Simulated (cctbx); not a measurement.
## A crystallographic session in cctbx: In2S

Library: cctbx 2025.11. The data are simulated by the first script.

## 1. Simulate the data

run.py:

```python
from cctbx import adptbx, crystal, miller, sgtbx, xray
from cctbx.array_family import flex
from iotbx.shelx import hklf
from scitbx import matrix
import scitbx.random

cs = crystal.symmetry(unit_cell=(6.038, 3.526, 13.24, 90, 97.56, 90), space_group_symbol='Hall: -C 2y')  # C2/m
atoms = [  # label, site, U (iso, or U11 U22 U33 U12 U13 U23 in A^2), occupancy
    ("In1", (0.2792, 0, 0.8628), (0.0069, 0.0064, 0.0050, 0.0000, 0.0008, 0.0000), 1),
    ("In2", (0.1325, 0, 0.3573), (0.0049, 0.0049, 0.0043, 0.0000, 0.0008, 0.0000), 1),
    ("S1", (0.5644, 0, 0.7525), (0.0080, 0.0069, 0.0056, 0.0000, 0.0023, 0.0000), 1),
]
xs = xray.structure(crystal_symmetry=cs)
for label, site, u, occ in atoms:
    u = adptbx.u_cif_as_u_star(cs.unit_cell(), u) if isinstance(u, tuple) else u
    xs.add_scatterer(xray.scatterer(label, site=site, u=u, occupancy=occ))
xs.set_inelastic_form_factors(0.71073, "sasaki")
xs.show_summary()
p1 = xs.expand_to_p1()
ms = miller.build_set(p1, anomalous_flag=True, d_min=0.7)
flex.set_random_seed(756891)
scitbx.random.set_random_seed(756891)
ms = ms.select(flex.random_double(ms.size()) < 0.5)
i = ms.structure_factors_from_scatterers(p1, algorithm="direct").f_calc().as_intensity_array().data()
i = i / flex.sqrt(1 + 0.3 * i / flex.max(i))  # extinction
i = i * 70000 / flex.max(i)
sig = flex.sqrt(i + flex.pow2(0.03 * i) + 15 ** 2)
noise = scitbx.random.variate(scitbx.random.normal_distribution())(i.size())
data = ms.array(data=i + sig * noise, sigmas=sig).set_observation_type_xray_intensity()
with open("data.hkl", "w") as f:
    data.export_as_shelx_hklf(f)
print("reflections written:", data.size(), " <I/sigma> = %.1f" % flex.mean(data.data() / data.sigmas()))
for h, a, b in list(data.sort("data"))[:12]:
    print("%4d%4d%4d %9.1f %7.1f" % (h + (a, b)))
```

```console
$ python run.py
```

```text
Number of scatterers: 3
At special positions: 3
Unit cell: (6.038, 3.526, 13.24, 90, 97.56, 90)
Space group: C 1 2/m 1 (No. 12)
reflections written: 1714  <I/sigma> = 11.4
   1   1   2   73865.7  2077.3
  -3  -1   1   72656.0  2116.7
  -1  -1  -2   70378.7  2077.3
  -1   1  -2   67102.8  2077.3
  -1  -1   6   66883.0  1971.6
   1  -1   2   66094.5  2077.3
  -2   0  -5   55885.4  1646.2
   4   0   1   52748.6  1498.2
   1   1  -2   52635.6  1556.2
   1  -1  -2   52063.5  1556.2
  -2   0   3   49668.0  1488.0
   2   0  -3   49217.1  1488.0
```

Run time: 0.33 s on 1 thread of Arm Neoverse N1, on a shared host, peak memory 0.07 GiB.

## 2. Symmetry

run.py:

```python
from cctbx import crystal, sgtbx, statistics
from cctbx.array_family import flex
from iotbx.shelx import hklf

p1 = crystal.symmetry(unit_cell=(6.038, 3.526, 13.24, 90, 97.56, 90), space_group_symbol="P 1")
raw = hklf.reader(file_name="data.hkl").as_miller_arrays(crystal_symmetry=p1, anomalous=True)[0]
print(raw.size(), "reflections to d = %.3f A" % raw.d_min())
isig = raw.data() / raw.sigmas()
print("centring   violations  <I/sigma> of those")
best = "P"
for c in "ABCIRF":
    a = raw.customized_copy(space_group_info=sgtbx.space_group_info("Hall: %s 1" % c)).sys_absent_flags().data()
    m = flex.mean(isig.select(a))
    print("%5s %10d of %5d %8.1f" % (c, (isig.select(a) > 4).count(True), a.count(True), m))
    if (isig.select(a) > 4).count(True) < 0.01 * a.count(True):
        best = c
raw = raw.select(~raw.customized_copy(space_group_info=sgtbx.space_group_info("Hall: %s 1" % best)).sys_absent_flags().data())
isig = raw.data() / raw.sigmas()
rows = []
for s in sgtbx.space_group_symbol_iterator():
    g = sgtbx.space_group(s)
    if g.conventional_centring_type_symbol() != best or not g.is_compatible_unit_cell(p1.unit_cell(), 1e-3, 0.02):
        continue
    rows.append((s, g))
print("Laue class    unique    Rint  (classes that these axes allow; Friedel mates merged)")
rint = {}
for s, g in rows:
    laue = g.build_derived_patterson_group()
    key = laue.type().hall_symbol()
    if key not in rint:
        m = raw.customized_copy(space_group_info=laue.info(), anomalous_flag=False).merge_equivalents()
        rint[key] = m.r_int()
        print("%-14s %6d %7.3f" % (laue.type().lookup_symbol(), m.array().size(), m.r_int()))
floor = min(rint.values())
good = [(s, g) for s, g in rows if rint[g.build_derived_patterson_group().type().hall_symbol()] < 2 * floor + 0.03]
top = max(g.build_derived_patterson_group().order_z() for s, g in good)
print("space group    extra absences  I>4sigma  <I/sigma>")
for s, g in good:
    laue = g.build_derived_patterson_group()
    if laue.order_z() != top:
        continue
    a = raw.customized_copy(space_group_info=g.info()).sys_absent_flags().data()
    a &= ~raw.customized_copy(space_group_info=laue.info()).sys_absent_flags().data()
    bad = (isig.select(a) > 4).count(True)
    if bad <= 0.03 * a.count(True):
        print("%-16s %8d %10d %9s  %s" % (s.universal_hermann_mauguin(), a.count(True), bad, "%.1f" % flex.mean(isig.select(a)) if a.count(True) else "-", "centric" if g.is_centric() else "acentric"))
laue = max(good, key=lambda t: t[1].build_derived_patterson_group().order_z())[1].build_derived_patterson_group()
f = raw.customized_copy(space_group_info=laue.info(), anomalous_flag=False).merge_equivalents().array().eliminate_sys_absent().f_sq_as_f()
f.set_observation_type_xray_amplitude()
bins = max(3, min(8, f.size() // 12))
f.setup_binner(n_bins=bins)
w = statistics.wilson_plot(f, {e: n / laue.order_z() for e, n in {'In': 8.0, 'S': 4.0}.items()}, e_statistics=True)
print("Wilson B = %.2f A^2   <|E^2-1|> = %.3f (0.968 centric, 0.736 acentric)   E^2>4: %.1f %%" % (w.wilson_b, w.mean_e_sq_minus_1, w.percent_e_sq_gt_2))
print("shell (A)         n   <I/sigma>")
m = raw.customized_copy(space_group_info=laue.info(), anomalous_flag=False).merge_equivalents().array().eliminate_sys_absent()
for b in m.setup_binner(n_bins=bins).range_used():
    sel = m.binner().selection(b)
    print("%5.2f - %4.2f %6d %8.1f" % (min(m.binner().bin_d_range(b)[0] if m.binner().bin_d_range(b)[0] > 0 else 99, 99), m.binner().bin_d_range(b)[1], sel.count(True), flex.mean((m.data() / m.sigmas()).select(sel))))
```

```console
$ python run.py
```

```text
1714 reflections to d = 0.700 A
centring   violations  <I/sigma> of those
    A        390 of   857     11.7
    B        390 of   893     11.2
    C          0 of   866      0.0
    I        376 of   878     11.2
    R        520 of  1175     11.6
    F        390 of  1308      7.7
Laue class    unique    Rint  (classes that these axes allow; Friedel mates merged)
C 1 2/m 1         426   0.022
space group    extra absences  I>4sigma  <I/sigma>
C 1 2 1                 0          0         -  acentric
C 1 m 1                 0          0         -  acentric
C 1 2/m 1               0          0         -  centric
Wilson B = 0.51 A^2   <|E^2-1|> = 0.878 (0.968 centric, 0.736 acentric)   E^2>4: 2.4 %
shell (A)         n   <I/sigma>
 6.56 - 1.40     62     32.3
 1.40 - 1.11     52     30.2
 1.11 - 0.97     61     30.6
 0.97 - 0.88     36     31.2
 0.88 - 0.82     68     29.3
 0.82 - 0.77     50     28.8
 0.77 - 0.73     53     27.6
 0.73 - 0.70     44     23.7
```

Time: 0.34 s.

## 3. Charge flipping

run.py:

```python
import itertools
from cctbx import crystal, maptbx
from cctbx.array_family import flex
from iotbx.shelx import hklf
from smtbx.ab_initio import charge_flipping as cf

cs = crystal.symmetry(unit_cell=(6.038, 3.526, 13.24, 90, 97.56, 90), space_group_symbol='Hall: -C 2y')  # C2/m
raw = hklf.reader(file_name="data.hkl").as_miller_arrays(crystal_symmetry=cs, anomalous=True)[0]
merged = raw.eliminate_sys_absent().merge_equivalents()
fo2 = merged.array().set_observation_type_xray_intensity()
f = fo2.average_bijvoet_mates().f_sq_as_f().resolution_filter(d_min=0.8)
p1 = f.expand_to_p1()
p1.setup_binner_counting_sorted(reflections_per_bin=max(40, p1.size() // 12))
work = p1.array(data=p1.data() / p1.amplitude_quasi_normalisations().data())
flex.set_random_seed(21727)
it = cf.weak_reflection_improved_iterator(delta=None, weak_reflection_fraction=0.1)
it.start(work, phases=flex.random_double(p1.size()) * 6.2832, f_000=0)
it.delta = 1.2 * it.rho_map.sigma()
print("cycle      R  skewness")
for n, st in enumerate(itertools.islice(it, 150)):
    if n % 12 == 0:
        print("%5d %6.3f %8.2f" % (n, st.r1_factor(), st.rho_map.skewness()))
rho = p1.phase_transfer(it.f_calc).fft_map().apply_volume_scaling()
polish = cf.low_density_elimination_iterator(constant_rho_c=rho.sigma())
polish.start(f_obs=p1, phases=it.f_calc, f_000=0)
for _ in range(8):
    next(polish)
print("origin shift          correlation  skewness")
maps = []
for fc, shift, cc in itertools.islice(cf.f_calc_symmetrisations(f, polish.f_calc, 0), 4):
    m = f.phase_transfer(fc).fft_map(symmetry_flags=maptbx.use_space_group_symmetry, resolution_factor=0.25).apply_sigma_scaling()
    maps.append((m.skewness(), cc, m))
    print("%6.3f %6.3f %6.3f %10.3f %9.2f" % (tuple(shift) + (cc, m.skewness())))
skew, cc, m = max((t for t in maps if t[1] > maps[0][1] - 0.04), key=lambda t: t[0])
print("taken: symmetry correlation %.3f, skewness %.2f" % (cc, skew))
peaks = m.peak_search(parameters=maptbx.peak_search_parameters(min_distance_sym_equiv=0.9, max_clusters=8)).all()
sps = cs.special_position_settings(min_distance_sym_equiv=0.5)
print("peak      x       y       z  mult  height/sigma")
for k, (x, h) in enumerate(zip(peaks.sites(), peaks.heights())):
    ss = sps.site_symmetry(x)
    print("Q%-3d %7.4f %7.4f %7.4f %4d %8.1f" % ((k + 1,) + tuple(t % 1 for t in ss.exact_site()) + (ss.multiplicity(), h)))
```

```console
$ python run.py
```

```text
cycle      R  skewness
    0  0.578     0.25
   12  0.497     2.41
   24  0.514     2.50
   36  0.477     2.18
   48  0.484     2.01
   60  0.499     2.11
   72  0.483     2.02
   84  0.499     1.87
   96  0.520     1.98
  108  0.498     2.27
  120  0.482     2.05
  132  0.498     1.92
  144  0.510     2.02
origin shift          correlation  skewness
 0.464  0.086  0.012      0.763      0.63
 0.298  0.080  0.083      0.771      0.71
 0.161  0.090  0.123      0.767      0.59
 0.011  0.084  0.192      0.782      0.75
taken: symmetry correlation 0.782, skewness 0.75
peak      x       y       z  mult  height/sigma
Q1    0.2173  0.5000  0.9549    4      5.0
Q2    0.2133  0.5000  0.5264    4      3.8
Q3    0.1670  0.2989  0.5867    8      3.7
Q4    0.1411  0.1387  0.1972    8      3.1
Q5    0.0835  0.0000  0.6651    4      2.9
Q6    0.1339  0.2142  0.8895    8      2.9
Q7    0.0894  0.5000  0.4505    4      2.9
Q8    0.9923  0.2974  0.0701    8      2.8
```

Time: 0.42 s.

## 4. Refinement (model from the peaks)

run.py:

```python
import math
from cctbx import adptbx, crystal, maptbx, sgtbx, xray
from cctbx.array_family import flex
from cctbx.xray import observations
from iotbx.shelx import hklf
from scitbx.lstbx import normal_eqns_solving
from smtbx import absolute_structure, utils
from smtbx.refinement import constraints, least_squares

cs = crystal.symmetry(unit_cell=(6.038, 3.526, 13.24, 90, 97.56, 90), space_group_symbol='Hall: -C 2y')  # C2/m
atoms = [  # label, site, U (iso, or U11 U22 U33 U12 U13 U23 in A^2), occupancy
    ("In1", (0.2173, 0.5, 0.9549), 0.0200, 1),
    ("In2", (0.2133, 0.5, 0.5264), 0.0200, 1),
    ("S1", (0.0835, 0, 0.6651), 0.0200, 1),
]
xs = xray.structure(crystal_symmetry=cs)
for label, site, u, occ in atoms:
    u = adptbx.u_cif_as_u_star(cs.unit_cell(), u) if isinstance(u, tuple) else u
    xs.add_scatterer(xray.scatterer(label, site=site, u=u, occupancy=occ))
xs.set_inelastic_form_factors(0.71073, "sasaki")
raw = hklf.reader(file_name="data.hkl").as_miller_arrays(crystal_symmetry=cs, anomalous=True)[0]
merged = raw.eliminate_sys_absent().merge_equivalents()
fo2 = merged.array().set_observation_type_xray_intensity()
print("Rint %.3f, %d unique reflections to %.2f A" % (merged.r_int(), fo2.size(), fo2.d_min()))
for sc in xs.scatterers():
    sc.flags.set_grad_site(True)
    sc.flags.set_grad_u_aniso(sc.flags.use_u_aniso())
    sc.flags.set_grad_u_iso(sc.flags.use_u_iso())
obs = fo2.as_xray_observations()
extra = {}
rep = constraints.reparametrisation(xs, [], utils.connectivity_table(xs), **extra)
ls = least_squares.crystallographic_ls(obs, rep, weighting_scheme=least_squares.mainstream_shelx_weighting(a=0, b=0))
print("cycle     R1     wR2    GooF  max shift (A)")
for cycle in range(6):
    ls.build_up()
    r1, wr2, goof = ls.r1_factor(cutoff_factor=2)[0], ls.wR2(), ls.goof()
    old = xs.sites_cart()
    normal_eqns_solving.levenberg_marquardt_iterations(ls, n_max_iterations=3, tau=0.0001, step_threshold=1e-7)
    big = flex.max((xs.sites_cart() - old).norms())
    print("%4d %7.4f %7.4f %7.3f %9.5f" % (cycle + 1, r1, wr2, goof, big))
    ls.build_up(objective_only=True)
    if abs(ls.wR2() - wr2) < 5e-5 and big < 5e-4:
        break
ls.build_up()
print("final R1 %.4f wR2 %.4f GooF %.3f  parameters %d  data/parameter %.1f" % (ls.r1_factor(cutoff_factor=2)[0], ls.wR2(), ls.goof(), ls.n_parameters, fo2.size() / ls.n_parameters))
cov = ls.covariance_matrix_and_annotations()
su = dict(zip(cov.annotations, (math.sqrt(max(v, 0)) for v in cov.matrix.matrix_packed_u_diagonal())))
a2 = cs.unit_cell().reciprocal_parameters()[0] ** -2
print("atom        x        y        z      Ueq    occ   su(xyz)  su(Uiso or U11)")
for sc in xs.scatterers():
    s = max(su.get(sc.label + k, 0) for k in (".x", ".y", ".z"))
    npd = "" if sc.is_positive_definite_u(cs.unit_cell()) else "  NPD"
    print("%-5s %8.5f %8.5f %8.5f %8.4f %6.3f %8.5f %7.4f%s" % ((sc.label,) + sc.site + (sc.u_iso_or_equiv(cs.unit_cell()), sc.occupancy, s, su.get(sc.label + ".uiso", su.get(sc.label + ".u11", 0) * a2), npd)))
fo = fo2.f_sq_as_f()
fc = fo.structure_factors_from_scatterers(xs, algorithm="direct").f_calc()
diff = fo.f_obs_minus_f_calc(1 / math.sqrt(ls.scale_factor()), fc).average_bijvoet_mates()
m = diff.fft_map(symmetry_flags=maptbx.use_space_group_symmetry, resolution_factor=0.25).apply_volume_scaling()
print("difference map: max %.2f min %.2f rms %.2f" % (m.statistics().max(), m.statistics().min(), m.statistics().sigma()))
peaks = m.peak_search(parameters=maptbx.peak_search_parameters(min_distance_sym_equiv=0.6, max_clusters=5)).all()
near = xs.closest_distances(peaks.sites(), distance_cutoff=4)
sps = cs.special_position_settings(min_distance_sym_equiv=0.5)
for k, (x, h) in enumerate(zip(peaks.sites(), peaks.heights())):
    ss = sps.site_symmetry(x)
    print("Q%-3d %7.4f %7.4f %7.4f %4d %7.2f  %.2f A from %s" % ((k + 1,) + tuple(t % 1 for t in ss.exact_site()) + (ss.multiplicity(), h, near.smallest_distances[k], xs.scatterers()[near.i_seqs[k]].label)))
```

```console
$ python run.py
```

```text
Rint 0.022, 426 unique reflections to 0.70 A
cycle     R1     wR2    GooF  max shift (A)
   1  0.8915  0.9837  33.222   1.22695
   2  0.8572  0.9709  32.790   0.00000
   3  0.8576  0.9711  32.797   0.00000
   4  0.8584  0.9715  32.809   2.40954
   5  0.8180  0.9556  32.272   0.02934
   6  0.8102  0.9537  32.208   0.01793
final R1 0.8085 wR2 0.9533 GooF 32.195  parameters 9  data/parameter 47.3
atom        x        y        z      Ueq    occ   su(xyz)  su(Uiso or U11)
In1    0.21786  0.50000  0.94961   0.0001  1.000  0.00583  0.0066
In2    0.24706  0.50000  0.52391   0.0579  1.000  0.01305  0.0235
S1     0.28248  0.00000  0.73386   0.0001  1.000  0.01338  0.0177
difference map: max 663.03 min -277.05 rms 44.72
Q1    0.2165  0.5000  0.9487    4  672.28  0.01 A from In1
Q2    0.1969  0.5000  0.2686    4  358.63  0.13 A from S1
Q3    0.1453  0.0000  0.5462    4  340.13  1.20 A from In2
Q4    0.0630  0.5000  0.4427    4  277.59  1.44 A from In2
Q5    0.1265  0.0000  0.1784    4  200.76  2.04 A from In1
```

Time: 0.65 s.

Figures of merit this high mean that the model is still wrong or incomplete.

## 5. Charge flipping

run.py, as its changes from the last script of this kind:

```diff
@@ -13,3 +13,2 @@
-p1.setup_binner_counting_sorted(reflections_per_bin=max(40, p1.size() // 12))
-work = p1.array(data=p1.data() / p1.amplitude_quasi_normalisations().data())
-flex.set_random_seed(21727)
+work = p1
+flex.set_random_seed(21728)
@@ -20,2 +19,2 @@
-for n, st in enumerate(itertools.islice(it, 150)):
-    if n % 12 == 0:
+for n, st in enumerate(itertools.islice(it, 300)):
+    if n % 25 == 0:
```

```console
$ python run.py
```

```text
cycle      R  skewness
    0  0.581     0.33
   25  0.449     2.52
   50  0.372     2.63
   75  0.396     2.48
  100  0.404     2.60
  125  0.401     2.21
  150  0.403     2.57
  175  0.418     2.42
  200  0.401     2.51
  225  0.394     2.41
  250  0.415     2.56
  275  0.414     2.29
origin shift          correlation  skewness
 0.198  0.254  0.365      0.842      1.14
 0.488  0.254  0.244      0.833      1.00
 0.410  0.259  0.477      0.817      1.24
 0.292  0.258  0.277      0.801      0.99
taken: symmetry correlation 0.817, skewness 1.24
peak      x       y       z  mult  height/sigma
Q1    0.0710  0.5000  0.7487    4      8.1
Q2    0.0423  0.0000  0.0412    4      6.7
Q3    0.0183  0.3270  0.3886    8      3.9
Q4    0.1104  0.1522  0.1804    8      3.5
Q5    0.0764  0.0000  0.4737    4      3.5
Q6    0.2310  0.1840  0.7187    8      3.4
Q7    0.1405  0.3311  0.1295    8      3.4
Q8    0.1942  0.0000  0.5496    4      3.0
```

Time: 0.47 s.

## 6. Refinement (model from the peaks)

run.py, as its changes from the last script of this kind:

```diff
@@ -12,3 +12,3 @@
-    ("In1", (0.2173, 0.5, 0.9549), 0.0200, 1),
-    ("In2", (0.2133, 0.5, 0.5264), 0.0200, 1),
-    ("S1", (0.0835, 0, 0.6651), 0.0200, 1),
+    ("In1", (0.071, 0.5, 0.7487), 0.0200, 1),
+    ("In2", (0.0423, 0, 0.0412), 0.0200, 1),
+    ("S1", (0.0764, 0, 0.4737), 0.0200, 1),
```

```console
$ python run.py
```

```text
Rint 0.022, 426 unique reflections to 0.70 A
cycle     R1     wR2    GooF  max shift (A)
   1  0.7621  0.9427  31.837   0.21297
   2  0.6869  0.9059  30.594   0.01207
   3  0.6850  0.9053  30.575   0.00297
   4  0.6848  0.9053  30.572   0.03372
   5  0.6849  0.9060  30.599   0.08841
   6  0.6859  0.9078  30.658   0.06009
final R1 0.7312 wR2 0.9345 GooF 31.560  parameters 9  data/parameter 47.3
atom        x        y        z      Ueq    occ   su(xyz)  su(Uiso or U11)
In1    0.06518  0.50000  0.75006   0.0132  1.000  0.00384  0.0106
In2    0.03750  0.00000  0.03372   0.0118  1.000  0.00607  0.0082
S1     0.11218  0.00000  0.47183   0.0356  1.000  0.02904  0.0407
difference map: max 391.52 min -209.38 rms 27.09
Q1    0.0612  0.5000  0.7485    4  395.09  0.03 A from In1
Q2    0.0307  0.0000  0.0327    4  355.68  0.04 A from In2
Q3    0.1792  0.0000  0.5424    4  165.65  0.97 A from S1
Q4    0.1979  0.5000  0.2488    4  149.94  1.59 A from In1
Q5    0.2555  0.0000  0.8558    4  140.53  2.44 A from In2
```

Run time: 0.65 s on 1 thread of Arm Neoverse N1, with other jobs on the host, peak memory 0.09 GiB.

Figures of merit this high mean that the model is still wrong or incomplete.

[Logs are printed without paths, hosts, clocks, repeated set-up lines and the standing remarks that a program may print on its own settings, such as how far it seeks lower states.]
